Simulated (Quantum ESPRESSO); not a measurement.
## E(M) of CrBr2

Aim: the energy of CrBr2 as a function of the total spin moment of its primitive cell.

Program: Quantum ESPRESSO 7.5. Level of theory: PBEsol; plane waves with GBRV 1.5 PBEsol potentials, no spin-orbit coupling. Results are calculated unless marked as measured.

### 1. The structure

The structure is monoclinic, space group C2/m (No. 12). The conventional cell has a = 7.489 Å, b = 3.662 Å, c = 6.507 Å, α = 90.00°, β = 96.41°, γ = 90.00°. Nearest to Cr lie 6 Br at 2.55 to 3.20 Å. Nearest to Br lie 3 Cr at 2.55 to 3.20 Å. Farther neighbours and most contacts between anions are not listed.

The cell comes from Materials Project 2023-11-01, a database of computed structures, and need not be the stable phase.

### 2. No moment imposed

Contents of pw.in:

```
&CONTROL
  calculation = 'scf'
  prefix = 'pwscf'
  outdir = './tmp'
  pseudo_dir = './pseudo'
  disk_io = 'nowf'
/
&SYSTEM
  ibrav = 0
  celldm(1) = 8
  nat = 3
  ntyp = 2
  ecutwfc = 40
  ecutrho = 280
  nbnd = 23
  occupations = 'smearing'
  smearing = 'fd'
  degauss = 0.00999582
  nspin = 2
  starting_magnetization(1) = 0.2143
  starting_magnetization(2) = 0
/
&ELECTRONS
  conv_thr = 6d-09
  electron_maxstep = 150
  mixing_beta = 0.3
/
ATOMIC_SPECIES
Cr     51.9961 cr_pbesol_v1.5.uspp.F.UPF
Br     79.9040 br_pbesol_v1.4.uspp.F.UPF
CELL_PARAMETERS alat
   0.8845498546720   -0.4325240586408    0.0000000000000
   0.8845498546720    0.4325240586408    0.0000000000000
  -0.1716927205632    0.0000000000000    1.5273583845774
ATOMIC_POSITIONS crystal
Cr      0.0000000000    0.0000000000    0.0000000000
Br      0.6457740000    0.6457740000    0.2332280000
Br      0.3542260000    0.3542260000    0.7667720000
K_POINTS automatic
6 6 6 0 0 0
```

Launch:

```console
OMP_NUM_THREADS=1 mpirun -n 2 pw.x -nk 2 -in pw.in > pw.out
```

The program printed:

```text
Program PWSCF v.7.5 starts

     Message from routine setup:
     using ibrav=0 with symmetry is DISCOURAGED, use correct ibrav instead

     K-points division:     npool     =       2
     Subspace diagonalization in iterative solution of the eigenvalue problem:

     G-vector sticks info
     --------------------
     sticks:   dense  smooth     PW     G-vecs:    dense   smooth      PW
     Sum        1087     617    195                47327    20441    3653

     Using Slab Decomposition

     bravais-lattice index     =            0
     lattice parameter (alat)  =       8.0000  a.u.
     unit-cell volume          =     598.3751 (a.u.)^3
     number of atoms/cell      =            3
     number of atomic types    =            2
     number of electrons       =        28.00
     number of Kohn-Sham states=           23
     kinetic-energy cutoff     =      40.0000  Ry
     charge density cutoff     =     280.0000  Ry
     scf convergence threshold =      6.0E-09
     mixing beta               =       0.3000
     number of iterations used =            8  plain     mixing
     Exchange-correlation= SLA  PW   PSX  PSC
                           (   1   4  10   8   0   0   0)

     celldm(1)=   8.000000  celldm(2)=   0.000000  celldm(3)=   0.000000
     celldm(4)=   0.000000  celldm(5)=   0.000000  celldm(6)=   0.000000

     crystal axes: (cart. coord. in units of alat)
               a(1) = (   0.884550  -0.432524   0.000000 )
               a(2) = (   0.884550   0.432524   0.000000 )
               a(3) = (  -0.171693   0.000000   1.527358 )

     reciprocal axes: (cart. coord. in units 2 pi/alat)
               b(1) = (  0.565259 -1.156005  0.063542 )
               b(2) = (  0.565259  1.156005  0.063542 )
               b(3) = ( -0.000000  0.000000  0.654725 )

     PseudoPot. # 1 for Cr read from file:
     cr_pbesol_v1.5.uspp.F.UPF
     Pseudo is Ultrasoft + core correction, Zval = 14.0
     Generated by new atomic code, or converted to UPF format
     Using radial grid of  857 points,  6 beta functions with:
                l(1) =   0
                l(2) =   0
                l(3) =   1
                l(4) =   1
                l(5) =   2
                l(6) =   2
     Q(r) pseudized with  8 coefficients,  rinner =    0.950   0.950   0.950
                                                       0.950   0.950

     PseudoPot. # 2 for Br read from file:
     br_pbesol_v1.4.uspp.F.UPF
     Pseudo is Ultrasoft + core correction, Zval =  7.0
     Generated by new atomic code, or converted to UPF format
     Using radial grid of  879 points,  6 beta functions with:
                l(1) =   0
                l(2) =   0
                l(3) =   1
                l(4) =   1
                l(5) =   2
                l(6) =   2
     Q(r) pseudized with  8 coefficients,  rinner =    1.200   1.200   1.200
                                                       1.200   1.200

     atomic species   valence    mass     pseudopotential
     Cr               14.00    51.99610     Cr( 1.00)
     Br                7.00    79.90400     Br( 1.00)

     Starting magnetic structure
     atomic species   magnetization
     Cr              0.214
     Br              0.000

      4 Sym. Ops., with inversion, found

   Cartesian axes

     site n.     atom                  positions (alat units)
         1        Cr     tau(   1) = (   0.0000000   0.0000000   0.0000000  )
         2        Br     tau(   2) = (   1.1023950   0.0000000   0.3562227  )
         3        Br     tau(   3) = (   0.4950119   0.0000000   1.1711356  )

     number of k points=    68  Fermi-Dirac smearing, width (Ry)=  0.0100
                       cart. coord. in units 2pi/alat
        k(    1) = (   0.0000000   0.0000000   0.0000000), wk =   0.0046296
        k(    2) = (   0.0000000   0.0000000   0.1091209), wk =   0.0092593
        k(    3) = (   0.0000000   0.0000000   0.2182417), wk =   0.0092593
        k(    4) = (   0.0000000   0.0000000  -0.3273626), wk =   0.0046296
        k(    5) = (   0.0942099   0.1926675   0.0105903), wk =   0.0185185
        [... 63 further k-points ...]

     Dense  grid:    47327 G-vectors     FFT dimensions: (  45,  45,  72)

     Smooth grid:    20441 G-vectors     FFT dimensions: (  32,  32,  50)

     Check: negative core charge=   -0.000003
     Generating pointlists ...
     new r_m :   0.2480 (alat units)  1.9839 (a.u.) for type    1
     new r_m :   0.2480 (alat units)  1.9839 (a.u.) for type    2

     Initial potential from superposition of free atoms

     starting charge      26.9999, renormalised to      28.0000

     negative rho (up, down):  7.515E-04 4.853E-04
     Starting wfcs are   18 randomized atomic wfcs +    5 random wfcs

     Self-consistent Calculation

     iteration #  1     ecut=    40.00 Ry     beta= 0.30
     Davidson diagonalization with overlap
     ethr =  1.00E-02,  avg # of iterations =  7.5

     Threshold (ethr) on eigenvalues was too large:
     Diagonalizing with lowered threshold

     Davidson diagonalization with overlap
     ethr =  5.31E-04,  avg # of iterations =  4.7

     negative rho (up, down):  3.860E-04 8.043E-04

     total energy              =    -256.49948934 Ry
     estimated scf accuracy    <       0.18269202 Ry

     total magnetization       =     3.97 Bohr mag/cell
     absolute magnetization    =     4.04 Bohr mag/cell

     iteration #  2     ecut=    40.00 Ry     beta= 0.30
     Davidson diagonalization with overlap
     ethr =  6.52E-04,  avg # of iterations =  2.0

     negative rho (up, down):  0.000E+00 1.630E-03

     total energy              =    -256.51746120 Ry
     estimated scf accuracy    <       0.03653117 Ry

     total magnetization       =     4.00 Bohr mag/cell
     absolute magnetization    =     4.10 Bohr mag/cell

     iteration #  3     ecut=    40.00 Ry     beta= 0.30
     Davidson diagonalization with overlap
     ethr =  1.30E-04,  avg # of iterations =  6.9

     negative rho (up, down):  0.000E+00 3.711E-03

     total energy              =    -256.53032159 Ry
     estimated scf accuracy    <       0.00727159 Ry

     total magnetization       =     4.00 Bohr mag/cell
     absolute magnetization    =     4.14 Bohr mag/cell

     [... further iterations left out ...]

     iteration #  9     ecut=    40.00 Ry     beta= 0.30
     Davidson diagonalization with overlap
     ethr =  1.05E-08,  avg # of iterations =  2.0

     negative rho (up, down):  0.000E+00 4.867E-03

     total energy              =    -256.53347729 Ry
     estimated scf accuracy    <       0.00000014 Ry

     total magnetization       =     4.00 Bohr mag/cell
     absolute magnetization    =     4.21 Bohr mag/cell

     iteration # 10     ecut=    40.00 Ry     beta= 0.30
     Davidson diagonalization with overlap
     ethr =  5.10E-10,  avg # of iterations =  5.9

     negative rho (up, down):  0.000E+00 4.865E-03

     total energy              =    -256.53347775 Ry
     estimated scf accuracy    <       0.00000012 Ry

     total magnetization       =     4.00 Bohr mag/cell
     absolute magnetization    =     4.21 Bohr mag/cell

     iteration # 11     ecut=    40.00 Ry     beta= 0.30
     Davidson diagonalization with overlap
     ethr =  4.20E-10,  avg # of iterations =  1.8

     negative rho (up, down):  0.000E+00 4.864E-03

     total energy              =    -256.53347786 Ry
     estimated scf accuracy    <       0.00000002 Ry

     total magnetization       =     4.00 Bohr mag/cell
     absolute magnetization    =     4.21 Bohr mag/cell

     iteration # 12     ecut=    40.00 Ry     beta= 0.30
     Davidson diagonalization with overlap
     ethr =  5.69E-11,  avg # of iterations =  4.9

     negative rho (up, down):  0.000E+00 4.864E-03

     Magnetic moment per site  (integrated on atomic sphere of radius R)
     atom   1 (R=0.248)  charge= 12.0996  magn=  3.5094
     atom   2 (R=0.248)  charge=  4.8335  magn= -0.0236
     atom   3 (R=0.248)  charge=  4.8335  magn= -0.0236

     End of self-consistent calculation

     Number of k-points >= 100: set verbosity='high' to print the bands.

     the Fermi energy is     4.8177 ev

!    total energy              =    -256.53347797 Ry
     estimated scf accuracy    <          1.5E-09 Ry
     smearing contrib. (-TS)   =      -0.00313813 Ry
     internal energy E=F+TS    =    -256.53033983 Ry

     The total energy is F=E-TS. E is the sum of the following terms:
     one-electron contribution =    -174.25771408 Ry
     hartree contribution      =      94.33484525 Ry
     xc contribution           =     -61.70437121 Ry
     ewald contribution        =    -114.90309980 Ry

     total magnetization       =     4.00 Bohr mag/cell
     absolute magnetization    =     4.21 Bohr mag/cell

     convergence has been achieved in  12 iterations

=------------------------------------------------------------------------------=
   JOB DONE.
=------------------------------------------------------------------------------=
```

Wall time 92 s (2 MPI ranks of Arm Neoverse V1, shared host); peak memory 0.41 GiB; 3.1 min of CPU time.

Spin moment in the atom's sphere by atom:

| atom | spin moment in the atom's sphere (μB) |
| --- | --- |
| Cr1 | 3.51 |
| Br2 | -0.02 |
| Br3 | -0.02 |

Numbers from this step:

| Quantity | Value |
| --- | --- |
| smearing term TS | 0.04270 eV |
| magnetization | 4 μB |
| absolute magnetization | 4.207 μB |
| final state | ferromagnetic |

### 3. Moment fixed at 0 μB

The two spin channels are filled to separate Fermi energies, so that the total moment meets the target. Half of the up one less the down one is the slope dE/dM.

Edit pw.in of step 2 so:

```diff
@@ -14,3 +14,3 @@
   ecutrho = 280
-  nbnd = 23
+  nbnd = 24
   occupations = 'smearing'
@@ -19,4 +19,5 @@
   nspin = 2
-  starting_magnetization(1) = 0.2143
+  starting_magnetization(1) = 0.0107
   starting_magnetization(2) = 0
+  tot_magnetization = 0
 /
```

The program printed:

```text
     [... lines left out ...]
Program PWSCF v.7.5 starts
     [... lines left out ...]
     number of atoms/cell      =            3
     [... lines left out ...]
     number of electrons       =        28.00 (up:  14.00, down:  14.00)
     number of Kohn-Sham states=           24
     kinetic-energy cutoff     =      40.0000  Ry
     charge density cutoff     =     280.0000  Ry
     scf convergence threshold =      6.0E-09
     [... lines left out ...]
      4 Sym. Ops., with inversion, found
     [... lines left out ...]
     number of k points=    68  Fermi-Dirac smearing, width (Ry)=  0.0100
     [... lines left out ...]
     iteration # 29     ecut=    40.00 Ry     beta= 0.30
     [... lines left out ...]
     Magnetic moment per site  (integrated on atomic sphere of radius R)
     atom   1 (R=0.248)  charge= 12.0785  magn=  0.0000
     atom   2 (R=0.248)  charge=  4.8027  magn=  0.0000
     atom   3 (R=0.248)  charge=  4.8027  magn=  0.0000
     [... lines left out ...]
     the spin up/dw Fermi energies are     4.9828    4.9828 ev
!    total energy              =    -256.37966502 Ry
     estimated scf accuracy    <          5.6E-09 Ry
     smearing contrib. (-TS)   =      -0.03675228 Ry
     [... lines left out ...]
     total magnetization       =     0.00 Bohr mag/cell
     absolute magnetization    =     0.00 Bohr mag/cell
     convergence has been achieved in  29 iterations
```

The job ended after 2.9 min (2 MPI ranks; peak memory 0.43 GiB; 5.7 min of CPU time).

Numbers from this step:

```
magnetization                                 : 0 μB
absolute magnetization                        : 0 μB
half the difference of the two Fermi energies : 0 meV
largest moment                                : 0 μB
```

### 4. Moment fixed at 0.675 μB

Edit pw.in of step 3 so:

```diff
@@ -19,5 +19,5 @@
   nspin = 2
-  starting_magnetization(1) = 0.0107
+  starting_magnetization(1) = 0.0482
   starting_magnetization(2) = 0
-  tot_magnetization = 0
+  tot_magnetization = 0.675
 /
```

The program printed:

```text
     [... lines left out ...]
Program PWSCF v.7.5 starts
     [... lines left out ...]
     number of atoms/cell      =            3
     [... lines left out ...]
     number of electrons       =        28.00 (up:  14.34, down:  13.66)
     number of Kohn-Sham states=           24
     kinetic-energy cutoff     =      40.0000  Ry
     charge density cutoff     =     280.0000  Ry
     scf convergence threshold =      6.0E-09
     [... lines left out ...]
      4 Sym. Ops., with inversion, found
     [... lines left out ...]
     number of k points=    68  Fermi-Dirac smearing, width (Ry)=  0.0100
     [... lines left out ...]
     iteration #122     ecut=    40.00 Ry     beta= 0.30
     [... lines left out ...]
[key lines of the parts left out:]
total energy              =    -256.38046312 Ry
total magnetization       =     0.67 Bohr mag/cell
```

Elapsed: 12 min, on 2 MPI ranks; peak memory 0.43 GiB.

Residual by cycle:

cycle, log10 residual and a bar from the least value:
```
        1        0.5 ##############################
       12       -2.7 ###
       23       -3.1 
       34       -2.9 ##
       45       -2.9 ##
       56       -2.9 ##
       66       -2.9 ##
       77       -2.6 #####
       88       -1.9 ##########
       99       -2.9 ##
      110       -2.3 ######
      121       -2.6 ####
```

The run was cut off at its time limit.

After 121 cycles the residual stands at 0.0024.

### 5. Moment fixed at 1.35 μB

Edit pw.in of step 4 so:

```diff
@@ -14,3 +14,3 @@
   ecutrho = 280
-  nbnd = 24
+  nbnd = 25
   occupations = 'smearing'
@@ -19,5 +19,5 @@
   nspin = 2
-  starting_magnetization(1) = 0.0482
+  starting_magnetization(1) = 0.0964
   starting_magnetization(2) = 0
-  tot_magnetization = 0.675
+  tot_magnetization = 1.35
 /
```

The program printed:

```text
     [... lines left out ...]
Program PWSCF v.7.5 starts
     [... lines left out ...]
     number of atoms/cell      =            3
     [... lines left out ...]
     number of electrons       =        28.00 (up:  14.68, down:  13.32)
     number of Kohn-Sham states=           25
     kinetic-energy cutoff     =      40.0000  Ry
     charge density cutoff     =     280.0000  Ry
     scf convergence threshold =      6.0E-09
     [... lines left out ...]
      4 Sym. Ops., with inversion, found
     [... lines left out ...]
     number of k points=    68  Fermi-Dirac smearing, width (Ry)=  0.0100
     [... lines left out ...]
     iteration #109     ecut=    40.00 Ry     beta= 0.30
     [... lines left out ...]
[key lines of the parts left out:]
total energy              =    -256.40019815 Ry
total magnetization       =     1.35 Bohr mag/cell
```

It took 12 min on 2 MPI ranks; peak memory 0.43 GiB.

Residual by cycle:

cycle, log10 residual and a bar from the least value:
```
        1        0.5 ##############################
       11       -2.2 ########
       20       -2.3 #######
       30       -2.3 ########
       40       -2.0 #########
       50       -2.4 ######
       59       -2.5 ######
       69       -3.2 
       79       -3.0 ##
       89       -1.6 #############
       98       -2.8 ###
      108       -3.2
```

The run was cut off at its time limit.

After 108 cycles the residual stands at 6.5e-4.

(Continued in part 2 of 2.)

[Logs and program files are shortened in this print: banners, set-up blocks, solver, clock and traceback lines can be left out without a mark of their own.]

[Logs are printed without paths, hosts, clocks, repeated set-up lines and the standing remarks that a program may print on its own settings, such as how far it seeks lower states.]

[Hosts, paths, dates, database ids (printed as entryN), source tags and the programs' standing remarks are cut or masked in the printed files.]

[Where a cell is said to come from a database of computed structures, the database is the Materials Project.]
